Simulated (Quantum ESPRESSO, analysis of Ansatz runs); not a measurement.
# Li2SnF6 (P-31m), nudged elastic band: V_Li hop (4.5 Å) (q = −1) (Quantum ESPRESSO), part 2 of 3

How high is the barrier when Li changes place in Li2SnF6 (P-31m)? The case: V_Li hop (4.5 Å), charge −1, in a cell of 72 host atoms with 1 Li taken out.

Quantum ESPRESSO 7.5; Quantum ESPRESSO plane-wave DFT, PBEsol, GBRV 1.5 PBEsol potentials; nudged elastic band between two relaxed defect structures at fixed charge in a uniform background.

So far: The starting structure; Relaxation of the start point, charge −1.

### Step 3. Relaxation of the end point, charge −1

Level of this step: Quantum ESPRESSO plane-wave DFT, PBEsol, GBRV 1.5 PBEsol potentials; relaxation of all atoms of a defect supercell at fixed charge in a uniform background (Quantum ESPRESSO).

The end point is relaxed in the same cell and settings, so that the two energies compare. Atoms more than 3.2 Å from the middle of the hop start where the first relaxation left them, the nearer ones on or close to their ideal places, with small random displacements.

The input, pw.in:

```
&CONTROL
  calculation = 'relax'
  prefix = 'pwscf'
  outdir = './tmp'
  pseudo_dir = './pseudo'
  tprnfor = .true.
  disk_io = 'low'
  nstep = 70
  forc_conv_thr = 0.00078
  etot_conv_thr = 0.0001
/
&SYSTEM
  ibrav = 0
  nat = 71
  ntyp = 3
  ecutwfc = 40
  ecutrho = 324
  nbnd = 251
  occupations = 'fixed'
  tot_charge = -1
  nosym = .true.
/
&ELECTRONS
  conv_thr = 7d-08
  electron_maxstep = 100
  mixing_beta = 0.5
/
&IONS
  ion_dynamics = 'bfgs'
/
ATOMIC_SPECIES
Li     6.9400 li_pbesol_v1.4.uspp.F.UPF
Sn   118.7100 sn_pbesol_v1.4.uspp.F.UPF
F     18.9984 f_pbesol_v1.4.uspp.F.UPF
CELL_PARAMETERS angstrom
   9.8824569602    0.0000000007    0.0000000000
  -4.9412285801    8.5584588632    0.0000000000
   0.0000000000    0.0000000000    9.1124854425
ATOMIC_POSITIONS crystal
Li     0.3341902274    0.1663795492    0.2510908097
Li     0.1667208375    0.3325648155    0.2511627920
[... 11 atom lines left out ...]
F      0.3362091028    0.3380800398    0.8751996792
[... 6 atom lines left out ...]
Sn    -0.0006821243    0.4988384254    0.0000449612
[... 14 atom lines left out ...]
F      0.0012449703    0.6638537585    0.8753853066
[... 1 atom line left out ...]
Li     0.6666119982    0.3331548478   -0.2510839349
Sn     0.5010863150    0.0002180087   -0.0001974493
F      0.6631943309    0.1631708578    0.1259654949
[... 3 atom lines left out ...]
F      0.4999252320    0.3357182815    0.1260156730
[... 4 atom lines left out ...]
F      0.8354033358    0.3355254177    0.8736484406
[... 3 atom lines left out ...]
F      0.5009964349    0.1643231422    0.8725273058
[... 2 atom lines left out ...]
Sn     0.4998697755    0.4989293765    0.0000136255
[... 2 atom lines left out ...]
F      0.8360593243    0.5006293762    0.1276023432
[... 9 atom lines left out ...]
F      0.6643542053    0.5001020285    0.8739351424
[... 1 atom line left out ...]
F      0.4989084576    0.6638463630    0.8745489653
K_POINTS gamma
```

Command:

```console
$ OMP_NUM_THREADS=1 mpirun -n 4 pw.x -in pw.in > pw.out
```

Log:

```text
[shortened: banners, details of potentials and solvers, and blank lines are left out]
[banner, memory and clock lines left out]
     gamma-point specific algorithms are used
     one sub-group per band group will be used
     bravais-lattice index     =            0
     lattice parameter (alat)  =      18.6751  a.u.
     unit-cell volume          =    5201.0850 (a.u.)^3
     number of atoms/cell      =           71
     number of atomic types    =            3
     number of electrons       =       494.00
     number of Kohn-Sham states=          251
     kinetic-energy cutoff     =      40.0000  Ry
     charge density cutoff     =     324.0000  Ry
     scf convergence threshold =      7.0E-08
     mixing beta               =       0.5000
     number of iterations used =            8  plain     mixing
     energy convergence thresh.=      1.0E-04
     force convergence thresh. =      7.8E-04
     Exchange-correlation= SLA  PW   PSX  PSC
                           (   1   4  10   8   0   0   0)
     nstep                     =           70
     crystal axes: (cart. coord. in units of alat)
               a(1) = (   1.000000   0.000000   0.000000 )
               a(2) = (  -0.500000   0.866025   0.000000 )
               a(3) = (   0.000000   0.000000   0.922087 )
     PseudoPot. # 1 for Li read from file:
     li_pbesol_v1.4.uspp.F.UPF
     Pseudo is Ultrasoft, Zval =  3.0
     PseudoPot. # 2 for Sn read from file:
     sn_pbesol_v1.4.uspp.F.UPF
     Pseudo is Ultrasoft + core correction, Zval = 14.0
[...]
PseudoPot. # 3 for F  read from file:
     f_pbesol_v1.4.uspp.F.UPF
     Pseudo is Ultrasoft, Zval =  7.0
     atomic species   valence    mass     pseudopotential
     Li                3.00     6.94000     Li( 1.00)
     Sn               14.00   118.71000     Sn( 1.00)
     F                 7.00    18.99840     F ( 1.00)
     No symmetry found
     site n.     atom                  positions (alat units)
         1        Li     tau(   1) = (   0.2510005   0.1440889   0.2315276  )
         2        Li     tau(   2) = (   0.0004384   0.2880096   0.2315940  )
         3        Sn     tau(   3) = (   0.0009278  -0.0003784  -0.0016968  )
         4        F      tau(   4) = (   0.0807301   0.1414769   0.1173412  )
         5        F      tau(   5) = (   0.1647258   0.2923640   0.3411217  )
         6        F      tau(   6) = (   0.3361274  -0.0018805   0.1203184  )
         7        F      tau(   7) = (   0.1633186   0.0000634   0.3436449  )
         8        F      tau(   8) = (  -0.1664749   0.2932537   0.1203656  )
[...]
number of k points=     1
                       cart. coord. in units 2pi/alat
        k(    1) = (   0.0000000   0.0000000   0.0000000), wk =   2.0000000
     Dense  grid:   256154 G-vectors     FFT dimensions: ( 108, 108, 100)
     Smooth grid:    88889 G-vectors     FFT dimensions: (  75,  75,  72)
     starting charge     478.2375, renormalised to     494.0000
     Self-consistent Calculation
     iteration #  1     ecut=    40.00 Ry     beta= 0.50
     total energy              =   -3819.94477520 Ry
     estimated scf accuracy    <       5.88008533 Ry
     iteration #  2     ecut=    40.00 Ry     beta= 0.50
     total energy              =   -3821.58232045 Ry
     estimated scf accuracy    <       0.48014572 Ry
     iteration #  3     ecut=    40.00 Ry     beta= 0.50
     total energy              =   -3821.66157010 Ry
     estimated scf accuracy    <       0.05253974 Ry
[...]
[... 110 further cycles ...]
[...]
estimated scf accuracy    <       0.00000029 Ry
     iteration #  4     ecut=    40.00 Ry     beta= 0.50
     total energy              =   -3821.72230960 Ry
     estimated scf accuracy    <       0.00000004 Ry
     iteration #  5     ecut=    40.00 Ry     beta= 0.50
     total energy              =   -3821.72230960 Ry
     estimated scf accuracy    <          2.8E-09 Ry
     iteration #  6     ecut=    40.00 Ry     beta= 0.50
     End of self-consistent calculation
          k = 0.0000 0.0000 0.0000 ( 11133 PWs)   bands (ev):
   -38.3437 -38.3258 -38.3193 -38.3186 -38.3085 -38.3062 -38.3056 -38.2984
   -38.2529 -38.2512 -38.2501 -38.2102 -38.0203 -38.0197 -38.0186 -19.1399
   -19.1382 -19.0674 -19.0655 -19.0628 -19.0396 -19.0378 -19.0215 -18.9962
   -18.9946 -18.9820 -18.9732 -18.9728 -18.9606 -18.9558 -18.9543 -18.9441
   -18.6985 -18.6921 -18.6470 -18.6457 -18.5118 -18.4611 -18.4605 -18.4085
   -18.3599 -18.3595 -18.3026 -18.2193 -18.2183 -18.1910 -18.1906 -18.1693
   -18.1550 -18.1418 -18.1190 -18.1187 -18.0896 -18.0480 -18.0472 -18.0115
   -18.0109 -17.9959 -17.9319 -17.9309 -17.9299 -17.8697 -17.8682 -16.6108
[...]
highest occupied, lowest unoccupied level (ev):     1.9305    6.9746
!    total energy              =   -3821.72230961 Ry
     estimated scf accuracy    <          4.7E-10 Ry
     The total energy is the sum of the following terms:
     one-electron contribution =   -1735.87060434 Ry
     hartree contribution      =    1145.02963780 Ry
     xc contribution           =    -836.70489323 Ry
     ewald contribution        =   -2394.17644985 Ry
     convergence has been achieved in   6 iterations
     Forces acting on atoms (cartesian axes, Ry/au):
     atom    1 type  1   force =     0.00034034    0.00010807   -0.00001004
     atom    2 type  1   force =     0.00003332   -0.00018797    0.00004951
     atom    3 type  2   force =    -0.00003053    0.00002659    0.00029772
     atom    4 type  3   force =     0.00040635    0.00011780   -0.00015161
     atom    5 type  3   force =     0.00008848    0.00020154   -0.00051903
     atom    6 type  3   force =     0.00047899   -0.00005057    0.00021871
     atom    7 type  3   force =     0.00034572    0.00015454   -0.00002710
     atom    8 type  3   force =    -0.00035068    0.00089933   -0.00006389
[...]
Total force =     0.004114     Total SCF correction =     0.000093
     Energy error            =      4.0E-05 Ry
     Gradient error          =      9.0E-04 Ry/Bohr
     number of scf cycles    =  18
     number of bfgs steps    =  17
     energy             old  =   -3821.7222693625 Ry
     energy             new  =   -3821.7223096052 Ry
     CASE: energy            _new < energy            _old
     new trust radius        =       0.0042253078 bohr
     new conv_thr            =       0.0000000007 Ry
ATOMIC_POSITIONS (crystal)
Li               0.3523496787        0.1761073029        0.2501607269
Li               0.1660938645        0.3322988071        0.2500199679
Sn              -0.0000131519       -0.0001515368        0.0019782440
F                0.1636913817        0.1637618919        0.1274190589
F                0.3353219555        0.3369964348        0.3743672038
F                0.3355459798       -0.0017790466        0.1258257433
F                0.1638126971       -0.0001541319        0.3729614632
F                0.0015347859        0.3369814605        0.1258467456
[...]
Self-consistent Calculation
     iteration #  1     ecut=    40.00 Ry     beta= 0.50
     total energy              =   -3821.72233506 Ry
     estimated scf accuracy    <       0.00001404 Ry
     iteration #  2     ecut=    40.00 Ry     beta= 0.50
     total energy              =   -3821.72233571 Ry
     estimated scf accuracy    <       0.00000186 Ry
     iteration #  3     ecut=    40.00 Ry     beta= 0.50
     total energy              =   -3821.72233595 Ry
     estimated scf accuracy    <       0.00000019 Ry
     iteration #  4     ecut=    40.00 Ry     beta= 0.50
     total energy              =   -3821.72233600 Ry
     estimated scf accuracy    <       0.00000002 Ry
     iteration #  5     ecut=    40.00 Ry     beta= 0.50
     total energy              =   -3821.72233600 Ry
     estimated scf accuracy    <          2.1E-09 Ry
     iteration #  6     ecut=    40.00 Ry     beta= 0.50
     End of self-consistent calculation
          k = 0.0000 0.0000 0.0000 ( 11133 PWs)   bands (ev):
   -38.3379 -38.3276 -38.3202 -38.3194 -38.3120 -38.3050 -38.3047 -38.2984
   -38.2548 -38.2529 -38.2526 -38.2163 -38.0208 -38.0207 -38.0206 -19.1395
   -19.1385 -19.0669 -19.0658 -19.0622 -19.0390 -19.0384 -19.0222 -18.9951
   -18.9947 -18.9827 -18.9734 -18.9731 -18.9594 -18.9574 -18.9566 -18.9457
   -18.6988 -18.6926 -18.6467 -18.6465 -18.5121 -18.4614 -18.4613 -18.4096
   -18.3602 -18.3599 -18.3037 -18.2211 -18.2206 -18.1915 -18.1911 -18.1709
   -18.1543 -18.1432 -18.1193 -18.1192 -18.0897 -18.0493 -18.0490 -18.0135
   -18.0131 -17.9953 -17.9291 -17.9290 -17.9287 -17.8668 -17.8663 -16.6106
[...]
highest occupied, lowest unoccupied level (ev):     1.9316    6.9765
!    total energy              =   -3821.72233600 Ry
     estimated scf accuracy    <          2.8E-10 Ry
     The total energy is the sum of the following terms:
     one-electron contribution =   -1736.01958216 Ry
     hartree contribution      =    1145.10741252 Ry
     xc contribution           =    -836.70787749 Ry
     ewald contribution        =   -2394.10228888 Ry
     convergence has been achieved in   6 iterations
     Forces acting on atoms (cartesian axes, Ry/au):
     atom    1 type  1   force =     0.00035953    0.00015982   -0.00001895
     atom    2 type  1   force =     0.00004212   -0.00021375    0.00002575
     atom    3 type  2   force =     0.00001031    0.00001345    0.00017049
     atom    4 type  3   force =     0.00037284    0.00011098   -0.00014309
     atom    5 type  3   force =     0.00003001    0.00013824   -0.00050305
     atom    6 type  3   force =     0.00020975   -0.00007327    0.00032762
     atom    7 type  3   force =     0.00025830    0.00013165    0.00002348
     atom    8 type  3   force =    -0.00011400    0.00043453    0.00021346
[...]
Total force =     0.003177     Total SCF correction =     0.000076
     Energy error            =      2.6E-05 Ry
     Gradient error          =      5.8E-04 Ry/Bohr
     bfgs converged in  19 scf cycles and  18 bfgs steps
     (criteria: energy <  1.0E-04 Ry, force <  7.8E-04 Ry/Bohr)
     End of BFGS Geometry Optimization
     Final energy             =   -3821.7223360041 Ry
Begin final coordinates
ATOMIC_POSITIONS (crystal)
Li               0.3523496787        0.1761073029        0.2501607269
Li               0.1660938645        0.3322988071        0.2500199679
Sn              -0.0000131519       -0.0001515368        0.0019782440
F                0.1636913817        0.1637618919        0.1274190589
F                0.3353219555        0.3369964348        0.3743672038
F                0.3355459798       -0.0017790466        0.1258257433
F                0.1638126971       -0.0001541319        0.3729614632
F                0.0015347859        0.3369814605        0.1258467456
[...]
End final coordinates
```

Run time: 8.7 min. Hardware: 4 MPI ranks of Arm Neoverse V2, shared host; peak memory 1.3 GiB.

The steps of the relaxation:

| step | energy less that of the first step (eV) |
| --- | --- |
| 0 | 0.0000 |
| 1 | -0.3584 |
| 2 | -0.4642 |
| 3 | -0.5432 |
| 4 | -0.6151 |
| 5 | -0.6648 |
| 6 | -0.6884 |
| 7 | -0.7145 |
| 8 | -0.7264 |
| 9 | -0.7314 |
| 10 | -0.7368 |
| 11 | -0.7425 |
| 12 | -0.7450 |
| 13 | -0.7464 |
| 14 | -0.7475 |
| 15 | -0.7486 |
| 16 | -0.7498 |
| 17 | -0.7503 |
| 18 | -0.7507 |

The atoms that moved most (Å):

| atom | dx | dy | dz | length |
| --- | --- | --- | --- | --- |
| Li54 | -0.003 | -0.172 | -0.006 | 0.172 |
| Li37 | -0.149 | 0.085 | -0.004 | 0.172 |
| Li63 | 0.000 | 0.170 | -0.001 | 0.170 |
| Li10 | -0.137 | -0.082 | 0.001 | 0.159 |
| Li46 | 0.133 | -0.082 | -0.009 | 0.157 |
| Li1 | 0.131 | 0.083 | -0.008 | 0.156 |
| F41 | 0.051 | -0.031 | 0.082 | 0.102 |
| F68 | 0.006 | -0.055 | 0.080 | 0.097 |

Neighbours of Li38 at the end:

| atom | distance (Å) |
| --- | --- |
| F52 | 2.005 |
| F68 | 2.005 |
| F48 | 2.005 |
| F69 | 2.009 |
| F49 | 2.009 |
| F53 | 2.009 |
| Li10 | 2.853 |
| Li63 | 2.853 |
| Li46 | 2.854 |

This step gave:

```yaml
highest_filled_level: 1.932 eV
lowest_empty_level: 6.977 eV
r_m_s_move_of_the_farther_half_of_the_atoms: 0.01589 Å
largest_move_from_the_ideal_geometry_of_this_structure_a_common_shift_of_the_far_atoms_taken_out: 0.1631 Å
```

The relaxation gained 0.751 eV and ended with a largest force component of 0.015 eV/Å. The end lies within 1 meV of the start.

(Part 2 of 3 ends here.)

[Logs are printed without paths, hosts, clocks, repeated set-up lines and the standing remarks that a program may print on its own settings, such as how far it seeks lower states.]

[Hosts, paths, dates, database ids (printed as entryN), source tags and the programs' standing remarks are cut or masked in the printed files.]
